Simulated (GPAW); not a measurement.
## Quasiparticle gap of Selenium (P3_121, 3 atoms a cell) in GPAW

Wanted: ground state, empty states, screening and self-energy for Selenium (P3_121, 3 atoms a cell).

Program: GPAW 26.7.0. Level of theory: PBE and many-body steps on it, plane waves. Results are calculated unless marked as measured.

**Experimental background.**

- Gap 1.68 eV: quasiparticle gap from dI/dV; STS; 78 K; film (ultrathin trigonal Se film on Te film) (“Selenium / Tellurium Two-Dimensional Structures: from Isovalent Se Dopants in Te to Atomically Thin Se Films”, 2023, arxiv:2307.02723).

- Gap 1.95 ± 0.04 eV: optical gap from Tauc plot, consistent with EQE derivative; UV-vis absorption; film (evaporated film annealed at 200 C for 2 min) (“Ultrathin high band gap solar cells with improved efficiencies from the world’s oldest photovoltaic material”, 2017, pmc:5613033).

Report form: the programs' logs are mostly left out.

### 1. The starting structure

The structure is trigonal, space group P3_121 (No. 152). Conventional cell: a = 4.366 Å, b = 4.366 Å, c = 4.954 Å, α = 90.00°, β = 90.00°, γ = 120.00°. Nearest to Se lie 2 Se at 2.37 Å.

The cell and positions come from the Crystallography Open Database and are kept as given unless a step says otherwise.

### 2. Ground state

This step: GPAW 26.7.0; DFT, PBE, plane waves, PAW.

The ground-state density comes first.

File run.py:

```python
import json
import numpy as np
from gpaw.mpi import world
from ase import Atoms
from gpaw import GPAW, PW, FermiDirac

atoms = Atoms(['Se', 'Se', 'Se'],
    cell=[[4.3662000000, 0.0000000000, 0.0000000000],
      [-2.1831000000, 3.7812401180, 0.0000000000],
      [0.0000000000, 0.0000000000, 4.9536000000]],
    scaled_positions=[[0.2254000000, 0.0000000000, 0.3333333333],
      [0.0000000000, 0.2254000000, 0.6666666667],
      [0.7746000000, 0.7746000000, 0.0000000000]],
    pbc=(True, True, True))
calc = GPAW(mode=PW(450),
    xc='PBE',
    kpts={'size': (6, 6, 6), 'gamma': True},
    occupations=FermiDirac(0.001),
    nbands=-7,
    convergence={'density': 1e-6, 'bands': -3},
    maxiter=100,
    txt='gs.txt')
atoms.calc = calc
res = {'energy': atoms.get_potential_energy()}
kpts = calc.get_ibz_k_points()
res['kpts'] = kpts
res['eigenvalues'] = [calc.get_eigenvalues(kpt=k) for k in range(len(kpts))]
res['n_electrons'] = calc.get_number_of_electrons()
calc.write('gs.gpw')

if world.rank == 0:
    with open('result.json', 'w') as f:
        json.dump(res, f, default=lambda x: x.tolist())
```

On the command line:

```console
$ mpirun -n 8 gpaw python run.py
```

The job ended after 8.4 s (8 MPI ranks of Arm Neoverse V1, shared host; peak memory 1.2 GiB; 66 s of CPU time).

This step gave:

```
total energy               : -10.41 eV
gap                        : 1.010 eV
k of the valence top       : 0.5, 0, 0.5
k of the conduction bottom : 0.3333, 0.3333, 0.5
least direct gap           : 1.240 eV
```

The gap is indirect, with the least direct gap 0.23 eV higher.

### 3. Bands along the symmetry lines

The cheap functional maps the bands first; the places of the edges decide which points the dearer methods must see.

File run.py:

```python
import json
import numpy as np
from gpaw.mpi import world
from gpaw import GPAW

path = [[0.000000, 0.000000, 0.000000],
    [0.062500, 0.000000, 0.000000],
    [0.125000, 0.000000, 0.000000],
    [0.187500, 0.000000, 0.000000],
    [0.250000, 0.000000, 0.000000],
    [0.312500, 0.000000, 0.000000],
    [0.375000, 0.000000, 0.000000],
    [0.437500, 0.000000, 0.000000],
    [0.500000, 0.000000, 0.000000],
    [0.479167, 0.041667, 0.000000],
    [0.458333, 0.083333, 0.000000],
    [0.437500, 0.125000, 0.000000],
    [0.416667, 0.166667, 0.000000],
    [0.395833, 0.208333, 0.000000],
    [0.375000, 0.250000, 0.000000],
    [0.354167, 0.291667, 0.000000],
    [0.333333, 0.333333, 0.000000],
    [0.291667, 0.291667, 0.000000],
    [0.250000, 0.250000, 0.000000],
    [0.208333, 0.208333, 0.000000],
    [0.166667, 0.166667, 0.000000],
    [0.125000, 0.125000, 0.000000],
    [0.083333, 0.083333, 0.000000],
    [0.041667, 0.041667, 0.000000],
    [0.000000, 0.000000, 0.000000],
    [0.000000, 0.000000, 0.062500],
    [0.000000, 0.000000, 0.125000],
    [0.000000, 0.000000, 0.187500],
    [0.000000, 0.000000, 0.250000],
    [0.000000, 0.000000, 0.312500],
    [0.000000, 0.000000, 0.375000],
    [0.000000, 0.000000, 0.437500],
    [0.000000, 0.000000, 0.500000],
    [0.062500, 0.000000, 0.500000],
    [0.125000, 0.000000, 0.500000],
    [0.187500, 0.000000, 0.500000],
    [0.250000, 0.000000, 0.500000],
    [0.312500, 0.000000, 0.500000],
    [0.375000, 0.000000, 0.500000],
    [0.437500, 0.000000, 0.500000],
    [0.500000, 0.000000, 0.500000],
    [0.479167, 0.041667, 0.500000],
    [0.458333, 0.083333, 0.500000],
    [0.437500, 0.125000, 0.500000],
    [0.416667, 0.166667, 0.500000],
    [0.395833, 0.208333, 0.500000],
    [0.375000, 0.250000, 0.500000],
    [0.354167, 0.291667, 0.500000],
    [0.333333, 0.333333, 0.500000],
    [0.291667, 0.291667, 0.500000],
    [0.250000, 0.250000, 0.500000],
    [0.208333, 0.208333, 0.500000],
    [0.166667, 0.166667, 0.500000],
    [0.125000, 0.125000, 0.500000],
    [0.083333, 0.083333, 0.500000],
    [0.041667, 0.041667, 0.500000],
    [0.000000, 0.000000, 0.500000],
    [0.500000, 0.000000, 0.500000],
    [0.500000, 0.000000, 0.437500],
    [0.500000, 0.000000, 0.375000],
    [0.500000, 0.000000, 0.312500],
    [0.500000, 0.000000, 0.250000],
    [0.500000, 0.000000, 0.187500],
    [0.500000, 0.000000, 0.125000],
    [0.500000, 0.000000, 0.062500],
    [0.500000, -0.000000, 0.000000],
    [0.333333, 0.333333, 0.500000],
    [0.333333, 0.333333, 0.437500],
    [0.333333, 0.333333, 0.375000],
    [0.333333, 0.333333, 0.312500],
    [0.333333, 0.333333, 0.250000],
    [0.333333, 0.333333, 0.187500],
    [0.333333, 0.333333, 0.125000],
    [0.333333, 0.333333, 0.062500],
    [0.333333, 0.333333, 0.000000]]
calc = GPAW('gs.gpw').fixed_density(kpts=path,
    symmetry='off',
    nbands=19,
    convergence={'bands': 15},
    txt='bands.txt')
res = {}
kpts = calc.get_ibz_k_points()
res['kpts'] = kpts
res['eigenvalues'] = [calc.get_eigenvalues(kpt=k) for k in range(len(kpts))]
res['n_electrons'] = calc.get_number_of_electrons()

if world.rank == 0:
    with open('result.json', 'w') as f:
        json.dump(res, f, default=lambda x: x.tolist())
```

On the command line:

```console
$ mpirun -n 8 gpaw python run.py
```

It took 8.4 s on 8 MPI ranks; peak memory 1.3 GiB.

Numbers from this step:

```yaml
gap: 1.010 eV
k_of_the_valence_top: 0.5, 0, 0.5
k_of_the_conduction_bottom: 0.3333, 0.3333, 0.5
least_direct_gap: 1.200 eV
```

The gap is 1.010 eV, as in the run before at this level.

Electronic bands along the path, in eV, zero at the top of the highest filled band:

```
    point  band 6  band 7  band 8  band 9  band 10  band 11  band 12  band 13
        Γ   -3.77   -2.06   -2.06   -0.42     1.87     1.87     2.15     6.17
  halfway   -3.61   -2.06   -1.67   -0.81     1.87     1.99     2.78     5.96
        M   -3.46   -2.91   -1.80   -1.02     1.92     2.31     4.09     5.27
  halfway   -3.23   -2.89   -2.13   -1.38     2.32     2.85     3.88     5.68
        K   -2.84   -2.84   -2.71   -1.65     3.05     3.05     3.71     5.89
  halfway   -3.45   -2.21   -1.71   -1.03     2.08     2.23     2.85     5.81
        Γ   -3.77   -2.06   -2.06   -0.42     1.87     1.87     2.15     6.17
  halfway   -3.51   -1.96   -1.59   -0.85     1.44     1.51     1.69     6.74
        A   -3.40   -1.56   -1.56   -1.14     1.20     1.20     1.26     6.27
  halfway   -3.89   -1.73   -1.30   -1.00     1.60     1.96     2.54     6.46
        L   -4.26   -1.94   -1.39    0.00     1.63     2.70     2.95     6.26
  halfway   -4.64   -1.20   -1.17   -0.02     1.40     2.66     2.85     6.37
        H   -4.97   -1.01   -0.23   -0.23     1.01     2.70     2.70     6.65
  halfway   -4.15   -1.35   -1.17   -1.11     1.48     2.24     2.70     6.32
        A   -3.40   -1.56   -1.56   -1.14     1.20     1.20     1.26     6.27
jump to L   -4.26   -1.94   -1.39    0.00     1.63     2.70     2.95     6.26
  halfway   -3.72   -2.02   -1.83   -0.78     1.84     2.57     3.51     6.06
        M   -3.46   -2.91   -1.80   -1.02     1.92     2.31     4.09     5.27
jump to H   -4.97   -1.01   -0.23   -0.23     1.01     2.70     2.70     6.65
  halfway   -3.85   -2.43   -1.42   -0.59     2.22     3.13     3.15     6.76
        K   -2.84   -2.84   -2.71   -1.65     3.05     3.05     3.71     5.89
```

### 4. Empty states on the mesh, 3×3×4 mesh, 385 bands

The sums over transitions need many empty states on a uniform mesh; this step solves for them.

File run.py:

```python
import json
import numpy as np
from gpaw.mpi import world
from gpaw import GPAW

calc = GPAW('gs.gpw').fixed_density(kpts={'size': (3, 3, 4), 'gamma': True},
    parallel={'domain': 1, 'band': 1},
    txt='nscf.txt')
calc.diagonalize_full_hamiltonian(nbands=385)
calc.write('full.gpw', mode='all')
res = {}
kpts = calc.get_ibz_k_points()
res['kpts'] = kpts
res['eigenvalues'] = [calc.get_eigenvalues(kpt=k) for k in range(len(kpts))]
res['n_electrons'] = calc.get_number_of_electrons()

if world.rank == 0:
    with open('result.json', 'w') as f:
        json.dump(res, f, default=lambda x: x.tolist())
```

On the command line:

```console
$ mpirun -n 8 gpaw python run.py
```

Wall time 20 s (8 MPI ranks); peak memory 3.1 GiB.

Numbers from this step:

| Property | Result |
| --- | --- |
| gap | 1.240 eV |
| k of the valence top | 0.3333, 0.3333, 0.5 |
| k of the conduction bottom | 0.3333, 0.3333, 0.5 |
| least direct gap | 1.240 eV |
| k points computed | 14 |
| lowest point of the top converged band, above the valence top | 148.5390 eV |

On this mesh the gap is 1.240 eV. The earlier step found 1.010 eV, so this mesh misses an edge.

### 5. Screening and self-energy, 3×3×4 mesh, 174 bands, screening to 96 eV

G0W0 replaces the xc potential by the self-energy, built once from these orbitals. Only a window of levels is corrected, while the sums run over the empty bands that the input names.

This step: G0W0 on PBE, plane waves, PAW.

File run.py:

```python
import json
import numpy as np
from gpaw.mpi import world
from gpaw.response.g0w0 import G0W0

gw = G0W0('full.gpw',
    filename='gw',
    kpts=[0, 13],
    bands=(7, 11),
    ecut=96,
    nbands=174,
    integrate_gamma='WS',
    ppa=True)
gw.calculate()
res = {mode: {k: v for k, v in r.items() if k != 'sigma_eskwn'}
       for mode, r in gw.all_results.items()}

if world.rank == 0:
    with open('result.json', 'w') as f:
        json.dump(res, f, default=lambda x: x.tolist())
```

On the command line:

```console
$ mpirun -n 8 gpaw python run.py
```

The job ended after 39 s (8 MPI ranks; peak memory 2 GiB; 5.2 min of CPU time).

This step gave:

* G0W0 gap on the points computed: 1.974 eV
* least direct G0W0 gap on the computed points: 1.974 eV
* Z at the valence top: 0.7748
* Z at the conduction bottom: 0.7814
* starting gap on the mesh: 1.240 eV
* k of the valence top: 0.3333, 0.3333, 0.5
* k of the conduction bottom: 0.3333, 0.3333, 0.5

The gap on the mesh goes from 1.24 eV to 1.97 eV, a correction of +0.73 eV. The start differs from the 1.01 eV found before because the two sample other k points.

Limits: finite bands, cutoff and mesh; no spin-orbit coupling; coarse k mesh. v1 is the top filled band, c1 the lowest empty one. The levels before and after the correction (eV, zero at the valence-band top of each column):

|  | conduction bottom | valence top |
| --- | --- | --- |
| Kohn-Sham | 1.24 | 0.00 |
| G0W0 | 1.97 | 0.00 |

```csv
,level,energy (eV)
Kohn-Sham,(0.333 0.333 0.5) v2-v1,0.000
Kohn-Sham,(0.333 0.333 0.5) c1,1.240
Kohn-Sham,(0.333 0.333 0.5) c2,2.930
G0W0,(0.333 0.333 0.5) v2-v1,0.000
G0W0,(0.333 0.333 0.5) c1,1.974
G0W0,(0.333 0.333 0.5) c2,3.732
```

### 6. Where the time went

Times are wall times on 8 MPI ranks of Arm Neoverse V1, shared host, good to a factor of about two.

```
                          step   time  share  memory (GiB)
                  ground state  8.4 s   11 %           1.2
bands along the symmetry lines  8.4 s   11 %           1.3
      empty states on the mesh   20 s   27 %           3.1
     screening and self-energy   39 s   51 %           2.0
```

### 7. Summary of results

```yaml
pbe_gap: 1.01 eV, indirect
g0w0_gap_on_the_mesh: 1.97 eV
g0w0_gap_over_the_zone_rigid_shift: 1.74 eV
gw_settings: 3×3×4 mesh, 174 bands, screening to 96 eV, Godby-Needs plasmon pole
known_limits: not at the basis limit; no spin-orbit coupling; coarse k mesh
```

In words: G0W0 moves the gap on the mesh from 1.24 eV to 1.97 eV (+0.73 eV), with Z of 0.77 and 0.78 at the edges. The mesh misses the band edges by 0.23 eV in all; a rigid shift gives 1.74 eV for the zone. Only 2 of the mesh's irreducible points were corrected, so a valley elsewhere could overtake. The dearest step here is «screening and self-energy». Against experiment, by G0W0@PBE: the gap of 1.74 eV lies +0.06 eV from the measured 1.68 eV (electronic, 78 K, 2023); the gap of 1.74 eV lies −0.21 eV from the measured 1.95 ± 0.04 eV (optical, 2017). An exciton line or allowed optical edge lies below the quasiparticle gap by the binding energy; a forbidden edge can push the onset above it. The calculation has static nuclei and no excitons; a measured gap holds zero-point and thermal motion, which mostly lowers it. Bands and cutoff are finite, so the gap is not at the basis limit. The miss can reach some tenths of an eV and take either sign; the mesh is an error of its own. These stock PAW sets were not made for GW; the filled d or f shell of Se lies in the frozen core, which bears on start and correction. In the G0W0 run levels were corrected at 2 k points alone, so a gap called «on the mesh» is the least over those, and an edge elsewhere would be missed. A denser mesh or path gives a starting gap of 1.01 eV: the GW mesh misses a band edge, so its gaps are not the fundamental one. The 3×3×4 mesh is coarse for this cell, which bears on the long-range parts of exchange and screening. The many-body steps are scalar-relativistic: spin-orbit coupling is not in them.

[Paths, hosts, dates, memory and timing lines, banners, echoed tables and standing remarks are left out of the program output.]

[Logs are printed without paths, hosts, clocks, repeated set-up lines and the standing remarks that a program may print on its own settings, such as how far it seeks lower states.]

[Runs of the session that timed out or met a known fault of the program may be left out.]

[Hosts, paths, dates, database ids (printed as entryN), source tags and the programs' standing remarks are cut or masked in the printed files.]
